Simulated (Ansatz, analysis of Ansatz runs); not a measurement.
## Interstitial H in hcp Mg, hop from a tetrahedral to the next octahedral site: migration barrier against experiment

How near does this set-up come to the measured migration barrier? Subject: interstitial H in hcp Mg, hop from a tetrahedral to the next octahedral site. Set-up: PBE, 36-site cell, PBE lattice, 420 eV, k: 3x3x3 Gamma-centred, zero-point energy of the moving atom added. The model is a cell of 36 host atoms with 1 H put in. The barrier is the energy of the highest image of a climbing band over the relaxed site that the atom leaves.

What was measured. Migration barrier: 0.25 eV, by permeation (diffusion activation energy, T > 250 K) (quoted in “Explainable Machine Learning for Hydrogen Diffusion in Metals and Random Binary Alloys”, 2023, G. M. Lu et al., quoting earlier work (1999)).

Main program and level: Ansatz 0.2.0; plane-wave PAW DFT, PBE; relaxation of all atoms of a defect supercell.

### Step 1. Set-up

The cell holds 37 atoms: 36 Mg and 1 H. Cell: a = 9.553 Å, b = 9.553 Å, c = 10.439 Å, α = 90.0°, β = 90.0°, γ = 120.0°. It derives from Mg (space group P6_3/mmc). Nearest the centre at fractional (0.444, 0.556, 0.438): H37 at 0.00 Å, Mg6 at 1.95 Å, Mg22 at 1.95 Å, Mg18 at 1.95 Å, Mg19 at 1.96 Å, Mg17 at 3.26 Å, Mg10 at 3.73 Å, Mg2 at 3.73 Å.

The host's primitive cell comes from a first run (plane-wave PAW DFT, PBE; relaxation of the host's cell and atoms): vectors of 3.184, 3.184 and 5.219 Å. That is 22.92 Å³ an atom, 1.4 % under the diffraction cell's volume. The supercell is built on it.

### Step 2. Relaxation, charge 0

A barrier counts from a true minimum, so both ends of the jump are relaxed first.

Input file start/input.yaml:

```yaml
relax:
  f_tol: 0.02
  max_steps: 80
  escape_saddle: false
crystal:
  lattice:
    - [9.5529461, 0.0, 0.0]
    - [-4.77647305, 8.27309401, 0.0]
    - [0.0, 0.0, 10.43893809]
  atoms:
    - { symbol: Mg, position: [0.111111111, 0.222222222, 0.125] }
    - { symbol: Mg, position: [0.222222222, 0.111111111, 0.375] }
    - { symbol: Mg, position: [0.111111111, 0.222222222, 0.625] }
    - { symbol: Mg, position: [0.222222222, 0.111111111, 0.875] }
    - { symbol: Mg, position: [0.111111111, 0.555555556, 0.125] }
    - { symbol: Mg, position: [0.222222222, 0.444444444, 0.375] }
    - { symbol: Mg, position: [0.111111111, 0.555555556, 0.625] }
    - { symbol: Mg, position: [0.222222222, 0.444444444, 0.875] }
    - { symbol: Mg, position: [0.111111111, 0.888888889, 0.125] }
    - { symbol: Mg, position: [0.222222222, 0.777777778, 0.375] }
    - { symbol: Mg, position: [0.111111111, 0.888888889, 0.625] }
    - { symbol: Mg, position: [0.222222222, 0.777777778, 0.875] }
    - { symbol: Mg, position: [0.444444444, 0.222222222, 0.125] }
    - { symbol: Mg, position: [0.555555556, 0.111111111, 0.375] }
    - { symbol: Mg, position: [0.444444444, 0.222222222, 0.625] }
    - { symbol: Mg, position: [0.555555556, 0.111111111, 0.875] }
    - { symbol: Mg, position: [0.444444444, 0.555555556, 0.125] }
    - { symbol: Mg, position: [0.555555556, 0.444444444, 0.375] }
    - { symbol: Mg, position: [0.444444444, 0.555555556, 0.625] }
    - { symbol: Mg, position: [0.555555556, 0.444444444, 0.875] }
    - { symbol: Mg, position: [0.444444444, 0.888888889, 0.125] }
    - { symbol: Mg, position: [0.555555556, 0.777777778, 0.375] }
    - { symbol: Mg, position: [0.444444444, 0.888888889, 0.625] }
    - { symbol: Mg, position: [0.555555556, 0.777777778, 0.875] }
    - { symbol: Mg, position: [0.777777778, 0.222222222, 0.125] }
    - { symbol: Mg, position: [0.888888889, 0.111111111, 0.375] }
    - { symbol: Mg, position: [0.777777778, 0.222222222, 0.625] }
    - { symbol: Mg, position: [0.888888889, 0.111111111, 0.875] }
    - { symbol: Mg, position: [0.777777778, 0.555555556, 0.125] }
    - { symbol: Mg, position: [0.888888889, 0.444444444, 0.375] }
    - { symbol: Mg, position: [0.777777778, 0.555555556, 0.625] }
    - { symbol: Mg, position: [0.888888889, 0.444444444, 0.875] }
    - { symbol: Mg, position: [0.777777778, 0.888888889, 0.125] }
    - { symbol: Mg, position: [0.888888889, 0.777777778, 0.375] }
    - { symbol: Mg, position: [0.777777778, 0.888888889, 0.625] }
    - { symbol: Mg, position: [0.888888889, 0.777777778, 0.875] }
    - { symbol: H, position: [0.444443999, 0.555556001, 0.4375] }
basis:
  ecutwfc: 420
  xc_grid: 2
hamiltonian:
  xc: pbe
kpoints:
  mp_grid: { grid: [3, 3, 3] }
scf:
  occupations: { method: methfessel_paxton, width: 0.1 }
  max_iter: 120
output:
  forces: true
checkpoint:
  write: "../start.run"
  compress: false
  write_wavefunctions: true
  write_every: 100000
```

Launch:

```console
ansatz run input.yaml --threads 4 --pin off --max-ram 14131MiB --backend cpu --events-out ev --progress --plain --runs-dir out
```

Numbers of over 12 decimals in the logs are rounded to 6 here.

What it wrote:

```text
[... repeated set-up lines and file paths are left out, and long positions are rounded to six places ...]
Warning: the atoms were moved onto the symmetric positions of the space group found under crystal.symmetry.tolerance 1.0e-5 (fractional; [...]
Engine: ansatz 0.2.0, aarch64-unknown-linux-gnu
Pseudopotentials: kind: paw
Pseudopotential: Mg, paw, valence charge 10, recommended cutoff 420 eV (normal), Mg.paw.azcp
Pseudopotential: H, paw, valence charge 1, recommended cutoff 420 eV (normal), H.paw.azcp
Functional definition: PBE
  parameter kappa = 0.804
  parameter beta = 0.066725
  exchange = pbe_x(kappa = kappa, mu = beta*pi^2/3)
  correlation = pbe_c(beta = beta)
Crystal: 37 atoms, lattice volume = 825.015 Å³
Basis set: ecut = 420 eV, 16139 PW (Γ), exchange–correlation on 128×128×144 points (8 copies of the dense FFT grid, shifted against one another)
Bands: 218, of which v1, the nominal top of the filled ones, is band 181 counted from 1 (180 counted from 0)
Symmetry: 6 space group operations
Space group: P3m1 (ITA 156), of the structure as read, at distance tolerance 9.4e-5 Å
k-points: 7 of 27 (time reversal used)
Non-local potential: Mg, projectors of the file, l = 0: 3, l = 1: 2, l = 2: 1
Non-local potential: H, projectors of the file, l = 0: 2, l = 1: 1
PAW form: soft (Blöchl's): semilocal exchange-correlation on the pseudo side does not see the compensation charge
PAW one-centre angular grid: Mg, 110 points (default); XC on 64 Gauss nodes
PAW one-centre angular grid: H, 110 points (default); XC on 64 Gauss nodes
Initial density: superposition of atomic densities (neutral atoms: chi_scale 0, normalization atom), corrected by the library's trained network
Initial wavefunctions: pseudopotential atomic-orbital guess
Functional: x = pbe(κ = 0.804, μ = 0.219515), c = pbe(β = 0.066725)
SCF iter   1: F=—  HF=-69272.467100 eV  |F-HF|=—  |Δ(HF+E_count)|=         —  Δρ=9.72e-4  dr2=2.66e-2  ethr=1.77e-3  ⟨swp⟩=10.0  Hψ=7058  notcnv=0  defer=8
preconditioner: auto → Resta (q_TF=auto, 2.377 Å⁻¹)  ε∞=5.9  [insulator: Δε(μ)=0.089 eV  Ē_g=4.995 eV  σ=0.100 eV  W_gap=0.58  n_scr=210 (ndim 8)  ℏωp=11.0 eV  f_vac=0.000  D(μ)=13.57/eV (n_scr^D=70)  ε∞_Penn≈5.9]
SCF iter   2: F=—  HF=-69272.467806 eV  |F-HF|=—  |Δ(HF+E_count)|=   7.07e-4  S|Δr|=    0.00e0  Δρ=6.18e-4  dr2=5.85e-3  ethr=7.37e-6  ⟨swp⟩=1.9  Hψ=1886  notcnv=0  defer=9
SCF iter   3: F=—  HF=-69272.468153 eV  |F-HF|=—  |Δ(HF+E_count)|=   3.47e-4  S|Δr|=    0.00e0  Δρ=3.45e-4  dr2=1.76e-3  ethr=1.62e-6  ⟨swp⟩=2.0  Hψ=1491  notcnv=0  defer=9
SCF iter   4: F=—  HF=-69272.467979 eV  |F-HF|=—  |Δ(HF+E_count)|=   1.74e-4  S|Δr|=    0.00e0  Δρ=4.07e-5  dr2=7.66e-5  ethr=4.88e-7  ⟨swp⟩=2.0  Hψ=1584  notcnv=0  defer=9
SCF iter   5: F=—  HF=-69272.467971 eV  |F-HF|=—  |Δ(HF+E_count)|=   8.40e-6  S|Δr|=    0.00e0  Δρ=1.51e-5  dr2=1.12e-5  ethr=2.12e-8  ⟨swp⟩=2.0  Hψ=1560  notcnv=0  defer=9
SCF iter   6: F=-69272.467967 eV  HF=-69272.467971 eV  |F-HF|=3.51e-6  |Δ(HF+E_count)|=   4.65e-7  S|Δr|=    0.00e0  Δρ=6.55e-6  dr2=3.93e-6  ethr=2.77e-9  ⟨swp⟩=3.3  Hψ=3904  notcnv=0
SCF 1 converged in 6 iterations: F = -69272.467967 eV  dr2 = 3.93e-6
  greatest PAW one-centre occupation: 1.000 electrons in one spin orbital (limit 2), on the Mg atom at site 16 (counted from 0), in its partial waves of l = 0
relax step   1: F+E_penalty+E_count = -69272.46796699 eV  Δ(F+E_penalty+E_count) = +0.000e0 eV  max|allowed force component| = 3.243e-1 eV/Å  Δτ_max = 0.0000 Å  (6 SCF iters, dr2 threshold 1.00e-5 eV, accepted)
[... the SCF cycles and remarks between the steps are left out from here to the last step ...]
relax step   2: F+E_penalty+E_count = -69272.50871345 eV  Δ(F+E_penalty+E_count) = -4.075e-2 eV  max|allowed force component| = 8.404e-2 eV/Å  Δτ_max = 0.0739 Å  (5 SCF iters, dr2 threshold 6.57e-6 eV, accepted)
relax step   3: F+E_penalty+E_count = -69272.51233418 eV  Δ(F+E_penalty+E_count) = -3.621e-3 eV  max|allowed force component| = 3.551e-2 eV/Å  Δτ_max = 0.0233 Å  (5 SCF iters, dr2 threshold 4.41e-7 eV, accepted)
SCF iter   1: F=—  HF=-69272.511918 eV  |F-HF|=—  |Δ(HF+E_count)|=         —  Δρ=3.61e-4  dr2=8.99e-4  ethr=3.49e-6  ⟨swp⟩=5.6  Hψ=3217  notcnv=0  defer=110
SCF iter   2: F=—  HF=-69272.511814 eV  |F-HF|=—  |Δ(HF+E_count)|=   1.04e-4  S|Δr|=    0.00e0  Δρ=2.11e-4  dr2=3.28e-4  ethr=2.49e-7  ⟨swp⟩=2.0  Hψ=1776  notcnv=0  defer=110
SCF iter   3: F=—  HF=-69272.511760 eV  |F-HF|=—  |Δ(HF+E_count)|=   5.36e-5  S|Δr|=    0.00e0  Δρ=2.11e-5  dr2=1.94e-5  ethr=9.08e-8  ⟨swp⟩=2.0  Hψ=2280  notcnv=0  defer=110
SCF iter   4: F=—  HF=-69272.512364 eV  |F-HF|=—  |Δ(HF+E_count)|=   6.04e-4  S|Δr|=    0.00e0  Δρ=1.26e-5  dr2=2.01e-6  ethr=5.36e-9  ⟨swp⟩=2.0  Hψ=2284  notcnv=0  defer=110
SCF iter   5: F=—  HF=-69272.512364 eV  |F-HF|=—  |Δ(HF+E_count)|=   1.02e-7  S|Δr|=    0.00e0  Δρ=2.74e-6  dr2=1.27e-7  ethr=5.58e-10  ⟨swp⟩=2.0  Hψ=1587  notcnv=0  defer=110
SCF iter   6: F=-69272.512364 eV  HF=-69272.512364 eV  |F-HF|=1.38e-8  |Δ(HF+E_count)|=   5.91e-9  S|Δr|=    0.00e0  Δρ=7.26e-7  dr2=1.85e-8  ethr=2.77e-11  ⟨swp⟩=4.0  Hψ=4197  notcnv=0
SCF 4 converged in 6 iterations: F = -69272.512364 eV  dr2 = 1.85e-8
relax step   4: F+E_penalty+E_count = -69272.51236422 eV  Δ(F+E_penalty+E_count) = -3.003e-5 eV  max|allowed force component| = 1.831e-2 eV/Å  Δτ_max = 0.0260 Å  (6 SCF iters, accepted)
NSCF: frozen V_eff on 7 k-points
the band table was solved once a step of the walk had ended and its energy, with any forces and stress, was formed, with the checks that follow a solve (5761 applications of the Hamiltonian). They found nothing against the state; [...]
SCF converged after 6 iterations
Stability not checked: this state was not tested for a lower state beside it, because cold or Methfessel-Paxton smearing, or corrected tetrahedra, fill the levels in a way that the test cannot read (fill_not_monotonic; see scf.lower_state_search)
Free energy (F): -69272.512364 eV
Harris-Foulkes:  -69272.512364 eV  (|F-HF|=1.38e-8)
Internal energy: -69272.535084 eV  (E = F + TS)
E sigma→0 (E₀):  -69272.518044 eV
Entropy (-TS):   0.022720 eV (0.614 meV/atom)
Fermi energy:    5.530220 eV
--- Per-component energies (eV) ---
  E_band       = -12857.525821
  E_kinetic    = 2709.723396
  E_local      = -58292.755678  (includes V_loc(G=0)·N_el)
  E_nonlocal   = 3445.832573
  E_hartree    = 20814.872184
  E_xc         = -1033.053183
  E_vxc        = -1332.748428  (∫ρ·V_xc dr)
  E_paw        = -10530.829181  (= ΣΔE_a)
  E_vpaw       = -1017.321291  (= ΣTr[D̂ρ^β])
  E_aug_tail   = -0.001328  (compensation charges beyond the density's cutoff)
  E_ewald      = -26386.323867
  E_smearing   = 0.022720  (= −TS)
  E_closure    = 0.000000  (closes the sum)
  Σ components = -69272.512364   (vs F -69272.512364, Δ=0.00e0)
--- Forces (eV/Å), atoms counted from 1 ---
  atom   1  Mg     0.00049732    -0.00099684    -0.00473441
  atom   2  Mg     0.00000000    -0.00089582    -0.00425915
  atom   3  Mg    -0.00337506    -0.00359062    -0.00537372
  atom   4  Mg     0.00000000     0.00212401    -0.00177149
  atom   5  Mg    -0.00061463     0.00092911    -0.00473441
  atom   6  Mg     0.00287780     0.00166150     0.01290987
  atom   7  Mg    -0.00479709    -0.00112758    -0.00537372
  atom   8  Mg    -0.00153990    -0.00088906     0.00578088
  atom   9  Mg     0.00000000    -0.00000000     0.00579135
  atom  10  Mg    -0.00077581     0.00044791    -0.00425915
  atom  11  Mg    -0.00000000     0.00000000    -0.00018026
  atom  12  Mg     0.00183945    -0.00106201    -0.00177149
  atom  13  Mg    -0.00049732    -0.00099684    -0.00473441
  atom  14  Mg     0.00428787     0.00247561     0.00215921
  atom  15  Mg     0.00337506    -0.00359062    -0.00537372
  atom  16  Mg    -0.00622226    -0.00359243    -0.00042806
  atom  17  Mg    -0.00000000     0.00000000     0.00058232
  atom  18  Mg    -0.00287780     0.00166150     0.01290987
  atom  19  Mg    -0.00000000     0.00000000     0.01830852
  atom  20  Mg     0.00153990    -0.00088906     0.00578088
  atom  21  Mg    -0.00111195     0.00006773    -0.00473441
  atom  22  Mg     0.00000000    -0.00332300     0.01290987
  atom  23  Mg    -0.00142204     0.00471819    -0.00537372
  atom  24  Mg     0.00000000     0.00177812     0.00578088
  atom  25  Mg    -0.00000000     0.00000000    -0.00259660
  atom  26  Mg    -0.00428787     0.00247561     0.00215921
  atom  27  Mg    -0.00000000     0.00000000     0.00439043
  atom  28  Mg     0.00622226    -0.00359243    -0.00042806
  atom  29  Mg     0.00061463     0.00092911    -0.00473441
  atom  30  Mg     0.00000000    -0.00495121     0.00215921
  atom  31  Mg     0.00479709    -0.00112758    -0.00537372
  atom  32  Mg     0.00000000     0.00718485    -0.00042806
  atom  33  Mg     0.00111195     0.00006773    -0.00473441
  atom  34  Mg     0.00077581     0.00044791    -0.00425915
  atom  35  Mg     0.00142204     0.00471819    -0.00537372
  atom  36  Mg    -0.00183945    -0.00106201    -0.00177149
  atom  37  H     -0.00000000     0.00000000    -0.00884427
  max |Σ_I F_I| component: 2.35e-5 eV/Å
--- Band table (eV; the first three rows and the last of 7) ---
  k-point 0: bands = ["-70.4070", "-70.4065", "-70.4065", "-70.3772", [... 210 left out ...] "8.5251", "9.6357", "9.8087", "9.8087"]
  k-point 1: bands = ["-70.4070", "-70.4065", "-70.4065", "-70.3772", [... 210 left out ...] "8.9295", "8.9367", "9.2967", "9.4209"]
  [... further k-points left out ...]
--- Relaxed structure (4 steps of the walk, 4 accepted, 0 SCFs on fresh bases) ---
  F+E_penalty+E_count = -69272.51236422 eV   max|allowed force component| = 1.831e-2 eV/Å
  atoms:
    - { symbol: Mg, position: [0.111797, 0.222637, 0.125786] }
    - { symbol: Mg, position: [0.221891, 0.110448, 0.376185] }
    - { symbol: Mg, position: [0.111002, 0.221847, 0.625994] }
    - { symbol: Mg, position: [0.221817, 0.110302, 0.876281] }
    - { symbol: Mg, position: [0.111797, 0.555827, 0.125786] }
    - { symbol: Mg, position: [0.214727, 0.440697, 0.372963] }
    - { symbol: Mg, position: [0.111002, 0.555822, 0.625994] }
    - { symbol: Mg, position: [0.222200, 0.444433, 0.873798] }
    - { symbol: Mg, position: [0.111111, 0.888889, 0.125028] }
    - { symbol: Mg, position: [0.221891, 0.778109, 0.376185] }
    - { symbol: Mg, position: [0.111111, 0.888889, 0.626031] }
    - { symbol: Mg, position: [0.221817, 0.778183, 0.876281] }
    - { symbol: Mg, position: [0.444173, 0.222637, 0.125786] }
    - { symbol: Mg, position: [0.554833, 0.110750, 0.375719] }
    - { symbol: Mg, position: [0.444178, 0.221847, 0.625994] }
    - { symbol: Mg, position: [0.557260, 0.111964, 0.875344] }
    - { symbol: Mg, position: [0.444444, 0.555556, 0.118065] }
    - { symbol: Mg, position: [0.559303, 0.440697, 0.372963] }
    - { symbol: Mg, position: [0.444444, 0.555556, 0.625872] }
    - { symbol: Mg, position: [0.555567, 0.444433, 0.873798] }
    - { symbol: Mg, position: [0.444173, 0.888203, 0.125786] }
    - { symbol: Mg, position: [0.559303, 0.785273, 0.372963] }
    - { symbol: Mg, position: [0.444178, 0.888998, 0.625994] }
    - { symbol: Mg, position: [0.555567, 0.777800, 0.873798] }
    - { symbol: Mg, position: [0.777778, 0.222222, 0.125975] }
    - { symbol: Mg, position: [0.889250, 0.110750, 0.375719] }
    - { symbol: Mg, position: [0.777778, 0.222222, 0.624322] }
    - { symbol: Mg, position: [0.888036, 0.111964, 0.875344] }
    - { symbol: Mg, position: [0.777363, 0.555827, 0.125786] }
    - { symbol: Mg, position: [0.889250, 0.445167, 0.375719] }
    - { symbol: Mg, position: [0.778153, 0.555822, 0.625994] }
    - { symbol: Mg, position: [0.888036, 0.442740, 0.875344] }
    - { symbol: Mg, position: [0.777363, 0.888203, 0.125786] }
    - { symbol: Mg, position: [0.889552, 0.778109, 0.376185] }
    - { symbol: Mg, position: [0.778153, 0.888998, 0.625994] }
    - { symbol: Mg, position: [0.889698, 0.778183, 0.876281] }
    - { symbol: H, position: [0.444444, 0.555556, 0.430656] }
```

It took 1.9 min on 4 threads of Arm Neoverse V1, shared host; peak memory 3.9 GiB.

The steps of the relaxation:

```tsv
step	energy less that of the first step (eV)	largest force component (eV/Å)
1	0.0000	0.3243
2	-0.0407	0.0840
3	-0.0444	0.0355
4	-0.0444	0.0183
```

The run keeps the 6 symmetry operations that it works with, so distortions that break them were not tested.

The atoms that moved most (Å):

```tsv
atom	dx	dy	dz	length
Mg17	0.000	0.000	-0.072	0.072
H37	0.000	0.000	-0.071	0.071
Mg22	0.000	0.062	-0.021	0.066
Mg6	-0.054	-0.031	-0.021	0.066
Mg18	0.054	-0.031	-0.021	0.066
Mg12	-0.006	0.003	0.013	0.015
Mg36	0.006	0.003	0.013	0.015
Mg4	0.000	-0.007	0.013	0.015
```

Neighbours of H37 at the end:

```tsv
atom	distance (Å)
Mg18	1.994
Mg6	1.994
Mg22	1.994
Mg19	2.038
Mg17	3.263
Mg10	3.726
Mg34	3.726
Mg2	3.726
Mg15	3.783
Mg31	3.783
Mg3	3.783
Mg7	3.783
Mg35	3.783
Mg23	3.783
```

Numbers from this step:

```
free energy      : -69272.5124 eV
smearing term TS : -0.02272 eV
```

The other runs of this kind differ in structure, charge or spin alone:

```tsv
run	outcome	energy less the first (eV)	moment (μB)	time
relaxation, charge 0	converged	0.0000	0.00	1.9 min
relaxation, charge 0	converged	0.1161	0.00	48 s
```

The relaxation ends 1.2 meV an atom lower, with a largest force component of 0.018 eV/Å.

(Continued in part 2 of 3.)

[Logs are printed without paths, hosts, clocks, repeated set-up lines and the standing remarks that a program may print on its own settings, such as how far it seeks lower states.]

[Hosts, paths, dates, database ids (printed as entryN), source tags and the programs' standing remarks are cut or masked in the printed files.]

[For some hosts the program warned that the k-mesh of the response run may be too coarse for force constants and the static dielectric constant; such warnings are not shown here.]
